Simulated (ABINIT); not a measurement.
# A GW chain in ABINIT: GaAs (F-43m), part 2 of 2

Aim: the G0W0 gap of GaAs (F-43m) on PBE with spin-orbit coupling, step by step.

ABINIT 10.8.3; PBE and many-body steps on it, plane waves. Known limits of the many-body steps: not at the basis limit; screening runs away on this mesh; screening head approximate; coarse k mesh.

So far. Step 2 (Ground state): The gap is direct, at Γ. Step 3 (Empty states on the mesh, 4×4×4 mesh, 184 bands): On this mesh the gap is 0.402 eV.

### 4. Screening, 4×4×4 mesh, 168 bands, screening to 133.3 eV

The RPA dielectric matrix is built and inverted for each q.

This step: RPA screening on PBE with spin-orbit coupling, plane waves, norm-conserving pseudopotentials.

File run.abi:

```
acell 3*1.0 Angstrom
rprim 
  0.000000000000 2.826850000000 2.826850000000
  2.826850000000 0.000000000000 2.826850000000
  2.826850000000 2.826850000000 0.000000000000
ntypat 2
znucl 31 33
natom 2
typat 1 2
xred 
  0.000000000000 0.000000000000 0.000000000000
  0.250000000000 0.250000000000 0.250000000000
pp_dirpath "pseudos"
pseudos "Ga.upf, As.upf"
ecut 45
nspinor 2
ngkpt 4 4 4
nshiftk 1
shiftk 0 0 0
kptopt 1
chksymbreak 0
istwfk *1
occopt 1
irdwfk 1
optdriver 3
nband 168
ecuteps 4.9
inclvkb 0
awtr 1
symchi 1
indata_prefix "in"
outdata_prefix "out"
tmpdata_prefix "tmp"
```

Launch:

```console
OMP_NUM_THREADS=1 mpirun -n 4 abinit run.abi > log
```

Numbers of over 12 decimals in the logs are rounded to 6 here.

The log of the run:

```text
.Version 10.8.3 of ABINIT. v10.8.2 released Aug 2026.

 Symmetries : space group F-4 3 m (#216); Bravais cF (face-center cubic)
[... echo of the input left out ...]
== DATASET  1 ==================================================================
-   mpi_nproc: 4, omp_nthreads: 1 (-1 if OMP is not activated)

--- !DatasetInfo
iteration_state: {dtset: 1, }
dimensions: {natom: 2, nkpt: 8, mband: 168, nsppol: 1, nspinor: 2, nspden: 1, mpw: 4477, }
cutoff_energies: {ecut:  45.0, pawecutdg:  -1.0, }
electrons: {nelect:   4.40000000E+01, charge:   0.00000000E+00, occopt:   1.00000000E+00, tsmear:   1.00000000E-02, }

 SCREENING: Calculation of the susceptibility and dielectric matrices

 Based on a program developped by R.W. Godby, V. Olevano, G. Onida, and L. Reining.
 Incorporated in ABINIT by V. Olevano, G.-M. Rignanese, and M. Torrent.
.Using double precision arithmetic ; gwpc =  8

[... cell and pseudopotentials left out ...]
--------------------------------------------------------------------------------

 ==== K-mesh for the wavefunctions ====
 Number of points in the irreducible wedge :     8
[... list of points left out ...]
 Together with 24 symmetry operations and time-reversal symmetry
 yields    64 points in the full Brillouin Zone.

 ==== Q-mesh for the screening function ====
 Number of points in the irreducible wedge :     8
[... list of points left out ...]
 Together with 24 symmetry operations and time-reversal symmetry
 yields    64 points in the full Brillouin Zone.

 setmesh: FFT mesh size selected  =    32x   32x   32
          total number of points  =        32768

 vcoul_init : cutoff-mode = AUXILIARY_FUNCTION
 q-points for optical limit:   1
     1)      0.000010    0.000020    0.000030

- screening: taking advantage of time-reversal symmetry
- Maximum band index for partially occupied states nbvw = 44
- Remaining bands to be divided among processors   nbcw = 124
- Number of bands treated by each node ~31

 Number of electrons calculated from density =   44.0000; Expected =   44.0000
 average of density, n =  0.144317
 r_s =    1.1827
 omega_plasma =   36.6450 [eV]

 calculating chi0 at frequencies [eV] :
  1    0.000000E+00    0.000000E+00
  2    0.000000E+00    3.664498E+01

--------------------------------------------------------------------------------
  q-point number  1        q = ( 0.000000, 0.000000, 0.000000) [r.l.u.]
--------------------------------------------------------------------------------
[... chi0 elements left out ...]
 For q-point:  0.000010 0.000020 0.000030
  dielectric constant = 241.0608
  dielectric constant without local fields = 256.0236

  Average fulfillment of the sum rule on Im[epsilon] for q-point    1 :     27.78  [%]
[... wings left out ...]
  q-point number  2        q = ( 0.250000, 0.000000, 0.000000) [r.l.u.]
--------------------------------------------------------------------------------
[... chi0 elements left out ...]
  Average fulfillment of the sum rule on Im[epsilon] for q-point    2 :     33.29  [%]

 [... 6 further q-points ...]
```

Wall time 5.6 min (4 MPI ranks of Arm Neoverse V1, shared host); peak memory 3 GiB.

This step gave:

- ε∞ with local fields, on this mesh, along the program's q direction: 241.1
- the same without local fields: 256.0
- plasma frequency: 36.65 eV
- plane waves in the screening matrix: 169

Local fields lower ε∞ by 6 %. The value itself is an artefact of the mesh, where one narrow direct gap carries too much weight.

### 5. Self-energy, 4×4×4 mesh, 168 bands, screening to 133.3 eV

The self-energy is evaluated for the states that the input lists, and the levels follow from it, in one-shot runs by the linearised quasiparticle equation.

This step: G0W0 on PBE with spin-orbit coupling, plane waves, norm-conserving pseudopotentials.

run.abi, as its differences from that of step 4:

```diff
@@ -24,8 +24,19 @@
 irdwfk 1
-optdriver 3
+optdriver 4
 nband 168
+gwcalctyp 0
+ecutsigx 45
+symsigma 0
+nkptgw 3
+kptgw 
+  0.0000000000 0.0000000000 0.0000000000
+  0.5000000000 0.0000000000 0.0000000000
+  0.5000000000 0.5000000000 0.0000000000
+bdgw 
+  41 48
+  41 48
+  41 48
 ecuteps 4.9
-inclvkb 0
-awtr 1
-symchi 1
+irdscr 1
+ppmodel 1
 indata_prefix "in"
```

The log of the run:

```text
.Version 10.8.3 of ABINIT. v10.8.2 released Aug 2026.

 Symmetries : space group F-4 3 m (#216); Bravais cF (face-center cubic)
[... echo of the input left out ...]
== DATASET  1 ==================================================================
-   mpi_nproc: 4, omp_nthreads: 1 (-1 if OMP is not activated)

--- !DatasetInfo
iteration_state: {dtset: 1, }
dimensions: {natom: 2, nkpt: 8, mband: 168, nsppol: 1, nspinor: 2, nspden: 1, mpw: 4477, }
cutoff_energies: {ecut:  45.0, pawecutdg:  -1.0, }
electrons: {nelect:   4.40000000E+01, charge:   0.00000000E+00, occopt:   1.00000000E+00, tsmear:   1.00000000E-02, }

 SIGMA: Calculation of the GW corrections

 Based on a program developped by R.W. Godby, V. Olevano, G. Onida, and L. Reining.
 Incorporated in ABINIT by V. Olevano, G.-M. Rignanese, and M. Torrent.
.Using double precision arithmetic ; gwpc =  8

[... cell and pseudopotentials left out ...]
--------------------------------------------------------------------------------

 ==== K-mesh for the wavefunctions ====
 Number of points in the irreducible wedge :     8
[... list of points left out ...]
 Together with 24 symmetry operations and time-reversal symmetry
 yields    64 points in the full Brillouin Zone.

 ==== Q-mesh for screening function ====
 Number of points in the irreducible wedge :     8
[... list of points left out ...]
 Together with 24 symmetry operations and time-reversal symmetry
 yields    64 points in the full Brillouin Zone.

 vcoul_init : cutoff-mode = AUXILIARY_FUNCTION
 q-points for optical limit:   1
     1)      0.000010    0.000020    0.000030
 setmesh: FFT mesh size selected  =    45x   45x   45
          total number of points  =        91125

 Number of electrons calculated from density =   44.0000; Expected =   44.0000
 average of density, n =  0.144317
 r_s =    1.1827
 omega_plasma =   36.6450 [eV]

 === KS Band Gaps ===
  >>>> For spin  1
   Minimum direct gap =   0.4017 [eV], located at k-point      :   0.0000  0.0000  0.0000
   Fundamental gap    =   0.4017 [eV], Top of valence bands at :   0.0000  0.0000  0.0000
                                       Bottom of conduction at :   0.0000  0.0000  0.0000
 SIGMA fundamental parameters:
 PLASMON POLE MODEL  1
 number of plane-waves for SigmaX                 4477
 number of plane-waves for SigmaC and W            169
 number of plane-waves for wavefunctions          4477
 number of bands                                   168
 number of independent spin polarizations            1
 number of spinorial components                      2
 number of k-points in IBZ                           8
 number of q-points in IBZ                           8
 number of symmetry operations                      24
 number of k-points in BZ                           64
 number of q-points in BZ                           64
 number of frequencies for dSigma/dE                 9
 frequency step for dSigma/dE [eV]                0.25
 number of omega for Sigma on real axis              0
 max omega for Sigma on real axis  [eV]           0.00
 zcut for avoiding poles [eV]                     0.10

 EPSILON^-1 parameters (SCR file):
 dimension of the eps^-1 matrix on file            169
 dimension of the eps^-1 matrix used               169
 number of plane-waves for wavefunctions          4477
 number of bands                                   168
 number of q-points in IBZ                           8
 number of frequencies                               2
 number of real frequencies                          1
 number of imag frequencies                          1

 matrix elements of self-energy operator (all in [eV])

 Perturbative Calculation

--- !SelfEnergy_ee
iteration_state: {dtset: 1, }
kpoint     : [   0.000,    0.000,    0.000, ]
spin       : 1
KS_gap     :    0.402
QP_gap     :    1.059
Delta_QP_KS:    0.657
data: !SigmaeeData |
     Band     E0 <VxcDFT>   SigX SigC(E0)      Z dSigC/dE  Sig(E)    E-E0       E
       41   5.779 -14.322 -15.946   1.309   0.804  -0.244 -14.576  -0.254   5.525
       42   5.779 -14.322 -15.946   1.309   0.804  -0.244 -14.575  -0.254   5.526
       43   5.779 -14.322 -15.949   1.310   0.804  -0.244 -14.576  -0.255   5.524
       44   5.779 -14.322 -15.950   1.311   0.804  -0.244 -14.577  -0.255   5.524
       45   6.181 -14.700 -10.607  -3.594   0.807  -0.239 -14.297   0.403   6.584
       46   6.181 -14.700 -10.608  -3.594   0.807  -0.239 -14.297   0.402   6.583
       47   9.281 -11.575  -7.062  -4.160   0.807  -0.240 -11.291   0.284   9.565
       48   9.281 -11.575  -7.063  -4.159   0.807  -0.239 -11.291   0.284   9.565

--- !SelfEnergy_ee
iteration_state: {dtset: 1, }
kpoint     : [   0.500,    0.000,    0.000, ]
spin       : 1
KS_gap     :    2.039
QP_gap     :    2.628
Delta_QP_KS:    0.589
data: !SigmaeeData |
     Band     E0 <VxcDFT>   SigX SigC(E0)      Z dSigC/dE  Sig(E)    E-E0       E
       41   4.424 -13.524 -15.615   1.673   0.799  -0.252 -13.857  -0.334   4.090
       42   4.424 -13.524 -15.615   1.674   0.799  -0.252 -13.857  -0.334   4.090
[...]
--- !SelfEnergy_ee
iteration_state: {dtset: 1, }
kpoint     : [   0.500,    0.500,    0.000, ]
spin       : 1
KS_gap     :    4.106
QP_gap     :    4.522
Delta_QP_KS:    0.416
data: !SigmaeeData |
     Band     E0 <VxcDFT>   SigX SigC(E0)      Z dSigC/dE  Sig(E)    E-E0       E
[...]
44   3.032 -12.360 -14.998   2.026   0.792  -0.263 -12.845  -0.484   2.548
       45   7.138  -9.880  -6.150  -3.814   0.819  -0.221  -9.949  -0.069   7.069
       46   7.138  -9.880  -6.150  -3.814   0.819  -0.221  -9.949  -0.069   7.069
       47   7.330 -11.160  -7.275  -3.771   0.814  -0.228 -11.067   0.093   7.424
       48   7.330 -11.160  -7.275  -3.771   0.814  -0.228 -11.067   0.093   7.424

== END DATASET(S) ==============================================================
================================================================================

 -outvars: echo values of variables after computation  --------
           etotal      0.0000000000E+00
            nband         168
             nkpt           8
          spgroup         216
 [... the other variables as echoed above ...]

 Calculation completed.
```

Wall time 5.3 min (4 MPI ranks); peak memory 2 GiB; 21 min of CPU time.

This step gave:

```yaml
g0w0_gap_on_the_points_computed: 1.057 eV
starting_gap_on_the_mesh: 0.4016 eV
k_of_the_valence_top: 0, 0, 0
k_of_the_conduction_bottom: 0, 0, 0
z_at_the_valence_top: 0.804
z_at_the_conduction_bottom: 0.807
least_direct_g0w0_gap_on_the_computed_points: 1.057 eV
```

The gap on the mesh goes from 0.40 eV to 1.06 eV, a correction of +0.66 eV.

Limits: finite bands, cutoff and mesh; screening head approximate; coarse k mesh. v1 is the top filled band, c1 the lowest empty one. Levels before and after the correction, in eV, zero at the valence-band top of each column:

```csv
,conduction bottom,valence top
Kohn-Sham,0.40,0.00
G0W0,1.06,0.00
```

```
             level  energy (eV)
Kohn-Sham  Γ v4-v1        0.000
Kohn-Sham  Γ c1-c2        0.402
Kohn-Sham  Γ c3-c4        3.501
     G0W0  Γ v4-v1       -0.001
     G0W0  Γ c1-c2        1.058
     G0W0  Γ c3-c4        4.039
```

### 6. Where the time went

Times are wall times on 4 MPI ranks of Arm Neoverse V1, shared host, good to a factor of about two.

| step | time | share | memory (GiB) |
| --- | --- | --- | --- |
| ground state | 2.5 min | 16 % | 0.46 |
| empty states on the mesh | 2.5 min | 16 % | 0.56 |
| screening | 5.6 min | 35 % | 3.0 |
| self-energy | 5.3 min | 33 % | 2.0 |

### 7. Outcome

```
PBE gap              : 0.40 eV, direct
G0W0 gap on the mesh : 1.06 eV
GW settings          : 4×4×4 mesh, 168 bands, screening to 133.3 eV, Godby-Needs plasmon pole
known limits         : not at the basis limit; screening runs away on this mesh; screening head approximate; coarse k mesh
```

G0W0 moves the gap on the mesh from 0.40 eV to 1.06 eV (+0.66 eV), with Z of 0.80 and 0.81 at the edges. Local fields lower the RPA ε∞ on this mesh from 256.02 to 241.06; a Γ-centred mesh this coarse tends to raise both, most where the direct gap is narrow, while a short band sum lowers them. Only 3 of the mesh's irreducible points were corrected, so a valley elsewhere could overtake. Against experiment, by G0W0@PBE: the direct gap of 1.06 eV lies −0.45 eV from the measured 1.51 eV (exciton, 77 K, 2020); the direct gap of 1.06 eV lies −0.36 eV from the measured 1.42 eV (direct, 300 K, 2004); the direct gap of 1.06 eV lies −0.36 eV from the measured 1.418 ± 0.005 eV (direct, 300 K, 2008); the direct gap of 1.06 eV lies −0.36 eV from the measured 1.42 eV (exciton, 300 K, 2014); the direct gap of 1.06 eV lies −0.35 eV from the measured 1.412 ± 0.01 eV (direct, 300 K, 2008). An exciton line or allowed optical edge lies below the quasiparticle gap by the binding energy; a forbidden edge can push the onset above it. The calculation has static nuclei and no excitons; a measured gap holds zero-point and thermal motion, which mostly lowers it. Against the values above the computed gap that would widen the miss. A likelier cause is too strong a screening: the start's gap is only 0.40 eV, the mesh is coarse, and one shot does not repair that. Bands and cutoff are finite, so the gap is not at the basis limit. The miss can reach some tenths of an eV and take either sign; the mesh is an error of its own. In the G0W0 run levels were corrected at 3 k points alone, so a gap called «on the mesh» is the least over those, and an edge elsewhere would be missed. The 4×4×4 mesh is coarse for this cell, which bears on the long-range parts of exchange and screening. On this mesh the RPA ε∞ passes 90, more than nearly any semiconductor shows; a coarse mesh does this where one point with a narrow direct gap carries much weight. The screening is then too strong, and the G0W0 gap should not be taken as the material's. The long-wavelength limit of the screening leaves out the non-local commutator, which shifts ε∞.

[Paths, hosts, dates, memory and timing lines, banners, echoed tables and standing remarks are left out of the program output.]

[Logs are printed without paths, hosts, clocks, repeated set-up lines and the standing remarks that a program may print on its own settings, such as how far it seeks lower states.]

[Runs of the session that timed out or met a known fault of the program may be left out.]

[No measured gap is set beside runs whose start may be inverted or whose files or cutoffs have a known fault.]

[Hosts, paths, dates, database ids (printed as entryN), source tags and the programs' standing remarks are cut or masked in the printed files.]

[G0W0 gaps are taken among the corrected bands and points alone; a level outside them can change the order at an edge.]

[Where Ansatz stands beside ABINIT at settings called matched, ABINIT's density can come from a denser mesh and the files from another edition; pairs whose starting gaps differed by over 0.03 eV were left out, so agreement reads better than it is.]
